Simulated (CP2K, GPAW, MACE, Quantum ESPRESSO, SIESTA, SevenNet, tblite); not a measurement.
# GPAW on amorphous SnO2 (72 atoms): settings against a plane-wave reference

How near does GPAW come to plane waves for amorphous SnO2 (72 atoms)?

Program: GPAW 26.7.0. Level of theory: the method is named at each step. Results are calculated unless marked as measured.

### 1. Starting point

The cell holds 72 atoms: 24 Sn and 48 O. Its edges and angles: a = 9.851 Å, b = 9.851 Å, c = 9.851 Å, α = 90.0°, β = 90.0°, γ = 90.0°. 72 atoms (24 Sn, 48 O) placed at random at 6.03 g/cm³, melted at 5000 K for 10 ps at fixed volume with the Morse and Coulomb pair potential with partial charges (Pedone, Malavasi, Menziani, Cormack and Segre, J. Phys. Chem. B 110, 11780 (2006)). Quenched from 5000 K to 300 K at 50 K/ps and fixed volume, held 10 ps at zero pressure, then minimised at fixed cell. Then every atom was moved at random, 0.02 Å r.m.s. a Cartesian component.

The yardstick, on the same geometry:

* method: Kohn-Sham DFT, PBE, SSSP efficiency 1.3.0 pseudopotentials, plane waves (Quantum ESPRESSO 7.5); sssp-pbe-1.3.0-efficiency, cutoffs 60/480 Ry, Γ point
* r.m.s. force component: 0.686 eV/Å
* longest force: 2.588 eV/Å
* pressure: 8.505 GPa
* time: 5.6 min on 2 MPI ranks of Arm Neoverse V1, shared host
* CPU time: 11 min

### 2. PBE, LCAO dzp, h 0.18 Å

Method: Kohn-Sham DFT, PBE, PAW, atomic orbitals (dzp).

Input file run.py:

```python
import numpy as np
from ase.io import read
from gpaw import GPAW, FermiDirac

atoms = read("structure.xyz")
atoms.calc = GPAW(
    mode="lcao",
    basis="dzp",
    h=0.18,
    xc="PBE",
    kpts={"size": (1, 1, 1), "gamma": True},
    occupations=FermiDirac(0.05),
    maxiter=200,
    symmetry={"point_group": False},
    txt="gpaw.txt",
)
energy = atoms.get_potential_energy(force_consistent=True)
forces = atoms.get_forces()
print(f"energy {energy:.6f} eV")
print("forces (eV/A)")
for i, (a, f) in enumerate(zip(atoms, forces)):
    print(f"{i:4d} {a.symbol:2s} {f[0]:10.5f} {f[1]:10.5f} {f[2]:10.5f}")
print(f"Fermi level {atoms.calc.get_fermi_level():.4f} eV")
for k in range(len(atoms.calc.get_ibz_k_points())):
    for s in range(atoms.calc.get_number_of_spins()):
        e = atoms.calc.get_eigenvalues(kpt=k, spin=s)
        n = np.searchsorted(e, atoms.calc.get_fermi_level())
        print(f"k {k} spin {s} levels about the Fermi level:", np.round(e[max(n - 6, 0):n], 4).tolist(), "|", np.round(e[n:n + 6], 4).tolist())
```

Input file structure.xyz:

```xyz
72
Lattice="9.85089 0.00000 0.00000 0.00000 9.85089 0.00000 0.00000 0.00000 9.85089" Properties=species:S:1:pos:R:3 pbc="T T T"
Sn 7.21666 6.63211 3.26636
Sn 0.47905 2.16749 4.26317
Sn 5.00258 1.75247 0.97386
Sn 7.61533 4.56953 5.68840
Sn 2.18522 6.89464 3.83860
Sn 4.85895 7.11599 5.88640
Sn 9.64816 2.01933 9.30486
Sn 2.04091 4.61869 7.39299
Sn 2.04642 0.33739 1.72952
Sn 5.72573 9.80361 4.68676
Sn 8.16599 0.27720 2.34697
Sn 9.65801 7.15854 1.19767
Sn 8.21712 5.32076 9.23915
Sn 9.76420 6.84095 6.29403
Sn 2.51710 7.92642 8.79714
Sn 3.63311 2.91537 4.33016
Sn 4.91284 8.45945 1.25412
Sn 2.02731 9.68874 5.90531
Sn 4.60854 5.34559 0.58150
Sn 1.16191 4.17353 1.77681
Sn 7.76260 9.12517 8.56978
Sn 8.00868 1.37499 6.13198
Sn 5.16315 3.79190 7.64311
Sn 7.42728 3.66502 2.00495
O 8.61736 5.33101 7.28395
O 5.66840 9.51665 2.71855
O 3.75654 0.16599 0.65962
O 3.56474 3.68207 6.26950
O 6.29748 9.06577 9.82183
O 3.56681 1.91836 2.41761
O 8.42576 7.29715 9.48493
O 6.90065 1.71701 1.71849
O 3.60503 4.68065 8.64967
O 8.79803 8.25830 7.11983
O 6.22369 5.14413 9.11818
O 3.92656 9.00421 5.39405
O 5.19053 1.89393 4.65839
O 0.87151 3.21218 8.06197
O 8.30745 3.39629 9.84212
O 8.39069 8.10324 2.45425
O 5.50054 3.78934 1.41183
O 6.53676 9.82390 6.58719
O 3.88854 7.37329 7.46875
O 0.39394 0.61509 2.85282
O 1.24801 8.38577 0.54574
O 8.51038 6.26221 4.80123
O 3.77447 6.21394 4.52589
O 5.07212 2.39849 8.99958
O 1.26712 7.98346 5.22609
O 2.34028 1.47872 4.90702
O 1.31480 2.17281 0.85929
O 6.83455 3.08490 6.76323
O 8.96500 0.33493 0.47432
O 1.32760 6.60601 7.91539
O 2.76111 8.53796 2.81302
O 7.69611 0.66168 4.27036
[... 12 atom lines left out ...]
O 6.19197 7.76762 4.64578
O 8.87624 3.09732 5.29003
O 3.79772 7.21016 0.25120
O 1.81778 3.58060 3.62897
```

Command:

```sh
> OMP_NUM_THREADS=1 python run.py > output.txt
```

Output:

```text
energy -400.338528 eV
forces (eV/A)
   0 Sn   -0.98373   -0.67041    0.16951
   1 Sn   -0.22175    0.07921   -0.61329
   2 Sn   -0.25582    1.48059    0.40365
   3 Sn   -0.37044    1.54783   -0.44326
   4 Sn    0.08887    0.53442   -0.33481
   5 Sn   -0.87786   -0.93090    0.69287
   6 Sn    2.20763    1.27322    1.14528
   7 Sn   -0.76029    0.91121   -0.10402
   8 Sn   -0.15971   -0.03084    0.64115
   9 Sn   -1.72391    0.80636    0.21961
  10 Sn    0.37726   -0.30627   -0.53486
  11 Sn    1.35747   -0.12737   -0.51716
  12 Sn   -0.05446   -0.76663   -0.54144
  13 Sn    1.10641   -1.11344    0.90218
  14 Sn   -0.97067    0.11191   -0.86264
  15 Sn   -0.32578    0.52515   -0.88191
  16 Sn    0.12254   -0.70729    1.63577
  17 Sn    0.40424   -0.09605   -0.03972
  18 Sn    0.19194    0.25811   -0.59520
  19 Sn    0.48700    0.00144   -0.91136
  20 Sn    0.54201   -0.85286   -0.09141
  21 Sn    0.02436    0.24938    0.85827
  22 Sn    0.47910    0.98905   -0.11225
  23 Sn    0.40743   -0.39183    0.19744
[...]
64 O    -0.91852   -1.43932    0.30445
  65 O    -0.49035   -0.58569   -0.20853
  66 O    -0.48420    0.10695   -0.24140
  67 O     0.67350    1.22525   -0.80704
  68 O     1.59904    0.37116   -0.64793
  69 O     0.69184   -1.16628    0.08605
  70 O    -0.23711   -0.57229    0.06784
  71 O    -0.02427    0.67137    0.60559
Fermi level 5.3471 eV
k 0 spin 0 levels about the Fermi level: [4.9177, 4.9518, 5.0401, 5.0462, 5.1665, 5.2193] | [5.4549, 7.6928, 8.021, 8.2596, 8.3272, 8.4897]
```

gpaw.txt:

```text
Input parameters:
  mode=LCAO(),
  basis={'default': 'dzp'},
  h=0.18,
  kpts=MonkhorstPack(size=(1, 1, 1), gamma=True),
  maxiter=200,
  occupations=Occupations(name='fermi-dirac', width=0.05, fixmagmom=False),
  symmetry=Symmetry(point_group=False),
  xc=XC(name='PBE')
Unit cell  # Å
| periodic |        x |        y |        z |  lengths |    angles |
|----------|----------|----------|----------|----------|-----------|
|      yes | 9.850890 | 0.000000 | 0.000000 | 9.850890 | 90.000000 |
|      yes | 0.000000 | 9.850890 | 0.000000 | 9.850890 | 90.000000 |
|      yes | 0.000000 | 0.000000 | 9.850890 | 9.850890 | 90.000000 |
Number of symmetries: 1
Symmetry operations  # r_c * U_cc + t_c -> r_c
|   | kind |            matrix            |
|---|------|------------------------------|
| 0 |  E   |  1, 0, 0,  0, 1, 0,  0, 0, 1 |
BZ-sampling:
  Number of BZ points: 1
  Number of IBZ points: 1
  Monkhorst-Pack size: [1, 1, 1]
  Monkhorst-Pack shift: [0, 0, 0]
[... lines left out ...]
  Fermi-Dirac:
[... lines left out ...]
xc functional:
  name: PBE with 2 nearest neighbor stencil
interpolation: tri-quintic # 5. degree polynomial
Initialization done in: 9.862 s
convergence criteria:
- Maximum [total energy] change in last 3 cyles: 0.0005 eV / valence electron
- Maximum integral of absolute [dens]ity change: 0.0001 electrons / valence electron
- Maximum integral of absolute [eigenst]ate change: 4e-08 eV^2 / valence electron
maximum number of iterations: 200
SCF iterations
|iter     |      energy | eigst |  dens |
|---------|-------------|-------|-------|
|iter:   1| -455.644848 |      c|       |
|iter:   2| -441.576047 |      c| -0.95 |
|iter:   3| -401.119868 |      c| -1.00 |
|iter:   4| -402.508285 |      c| -1.60 |
|iter:   5| -400.445247 |      c| -1.79 |
|iter:   6| -401.081966 |      c| -1.99 |
|iter:   7| -400.396939 |      c| -2.18 |
|iter:   8| -400.377268 |      c| -2.76 |
|iter:   9| -400.329667c|      c| -2.87 |
|iter:  10| -400.317756c|      c| -3.08 |
|iter:  11| -400.308264c|      c| -3.28 |
|iter:  12| -400.304483c|      c| -3.42 |
|iter:  13| -400.303724c|      c| -3.71 |
|iter:  14| -400.300463c|      c| -3.78 |
|iter:  15| -400.300850c|      c| -4.32c|
Converged in 15 steps
SCF loop duration: 186.947 s (12.463 s/step)
Energy contributions relative to reference atoms: (reference = -4130217.549825)
Energy contributions:
  Kinetic:        1062.476358
  Coulomb:        -917.070794
  Zero:              8.046047
  External:          0.000000
  Xc:             -553.714783
  Entropy:          -0.075355
  Spinorbit:         0.000000
  ----------------------------
  Free energy:    -400.338528
  Extrapolated:   -400.300850
dipole moment: (27.729215, 35.287577, 29.977532)  # |e|*Ang
Fermi level: 5.347
Eigenvalues  # (at kpt = [0.000, 0.000, 0.000])
| band index |      eig [eV] | occ [0-2] |
|------------|---------------|-----------|
|          0 |       -16.847 |     2.000 |
|        ... |               |           |
|        304 |         4.882 |     2.000 |
|        305 |         4.889 |     2.000 |
[...]
|        319 |         8.755 |     0.000 |
|        ... |               |           |
|        378 |        14.969 |     0.000 |
Gap: 0.236 eV
Transition (v -> c):
  (s=0, k=0, n=311, [0.00, 0.00, 0.00]) -> (s=0, k=0, n=312, [0.00, 0.00, 0.00])
No difference between direct/indirect transitions
Force computation time: 29.709  # s
timing:  # [seconds]
  Total:  226.545  # ━━━━━━━━━━━━━━━━━━━━━━━━━━━━━━━━━━━━━━━━━━━━━━━━━━━━━━━━
  Init:     9.861  # ━━╸
  SCF:    186.947  # ━━━━━━━━━━━━━━━━━━━━━━━━━━━━━━━━━━━━━━━━━━━━━━
  Forces:  29.709  # ━━━━━━━╸
```

Wall time 3.8 min (1 thread of Arm Neoverse V1, shared host); peak memory 1.5 GiB.

Banners, paths, timers and routine set-up lines are dropped from the logs unmarked, and long logs keep their key lines alone; longer cuts are marked.

Compared with the plane-wave run:

```
r.m.s. force component                           : 0.7611 eV/Å
r.m.s. difference of force components            : 127.4 meV/Å
longest difference of force vectors              : 607.4 meV/Å
force difference over r.m.s. force               : 18.57 %
slope of forces against the reference's          : 1.098
correlation of force components                  : 0.9899
gap (highest filled to lowest empty level) : 0.2356 eV
```

Length of the force difference by element (eV/Å):

| element | atoms | mean | most |
| --- | --- | --- | --- |
| O | 48 | 0.20 | 0.46 |
| Sn | 24 | 0.18 | 0.61 |

Levels nearest the highest filled one (eV from it): -0.30, -0.27, -0.18, -0.17, -0.05, 0.00, 0.24, 2.47, 2.80, 3.04, 3.11, 3.27.

The surroundings of Sn5, picked at random, nearest first, numbered as they follow in the input and with coordinates relative to it.

| atom | x | y | z | distance (Å) | bonds | Fx | Fy | Fz (eV/Å) |
| --- | --- | --- | --- | --- | --- | --- | --- | --- |
| Sn5 | 0.00 | 0.00 | 0.00 | 0.00 | 4 | 0.09 | 0.53 | -0.33 |
| O47 | 1.59 | -0.68 | 0.69 | 1.86 | 2 | 1.42 | -2.17 | -0.43 |
| O65 | -1.35 | -0.65 | -1.19 | 1.91 | 3 | -0.92 | -1.44 | 0.30 |
| O49 | -0.92 | 1.09 | 1.39 | 1.99 | 3 | -1.05 | 0.39 | -0.17 |
| O55 | 0.58 | 1.64 | -1.03 | 2.02 | 2 | 0.82 | 0.94 | -0.63 |
| O60 | -0.90 | -1.51 | 1.85 | 2.55 | 2 | -0.56 | -0.11 | -1.04 |
| O61 | 0.82 | -1.99 | -2.25 | 3.11 | 2 | -0.58 | 0.01 | 1.09 |
| O36 | 1.74 | 2.11 | 1.56 | 3.15 | 3 | 0.59 | 0.28 | -0.28 |
| O72 | -0.37 | -3.31 | -0.21 | 3.34 | 3 | -0.02 | 0.67 | 0.61 |
| Sn14 | -2.27 | -0.05 | 2.46 | 3.35 | 6 | 1.11 | -1.11 | 0.90 |
| Sn6 | 2.67 | 0.22 | 2.05 | 3.38 | 5 | -0.88 | -0.93 | 0.69 |
| Sn18 | -0.16 | 2.79 | 2.07 | 3.48 | 5 | 0.40 | -0.10 | -0.04 |
| Sn12 | -2.38 | 0.26 | -2.64 | 3.56 | 6 | 1.36 | -0.13 | -0.52 |
| Sn20 | -1.02 | -2.72 | -2.06 | 3.56 | 6 | 0.49 | 0.00 | -0.91 |

Atoms are counted from 1 here, from 0 in the log.

Forces lie 19 % from the reference's, at 0.34 times its CPU time (on 1 against 2 cores).

### 3. Outcome

```json
{
 "force difference from the reference": "GPAW PBE, LCAO dzp, h 0.18 Å, 19 %",
 "its CPU time": "3.8 min"
}
```

In words: The PBE run in local orbitals differs by 19 % (GPAW PBE, LCAO dzp, h 0.18 Å); basis, grid and potentials can all enter. One electronic-structure run takes under half the reference's CPU time: GPAW PBE, LCAO dzp, h 0.18 Å, at 19 % in 3.8 min against 11 min. The quench rate of 50 K/ps is many orders above laboratory rates, so the cell is likely richer in defects and strain than a real sample. The network of bonds at the start is that of the classical potential that made the cell, and needn't be the one that DFT or experiment would give. The electronic-structure runs sample only Γ, in a cell whose shortest periodic width is 10 Å.

[Also dropped from logs without a mark: logging warnings of Python, and SIESTA's first energy breakdown and zero terms.]

[Logs are printed without paths, hosts, clocks, repeated set-up lines and the standing remarks that a program may print on its own settings, such as how far it seeks lower states.]

[Hosts, paths, dates, database ids (printed as entryN), source tags and the programs' standing remarks are cut or masked in the printed files.]
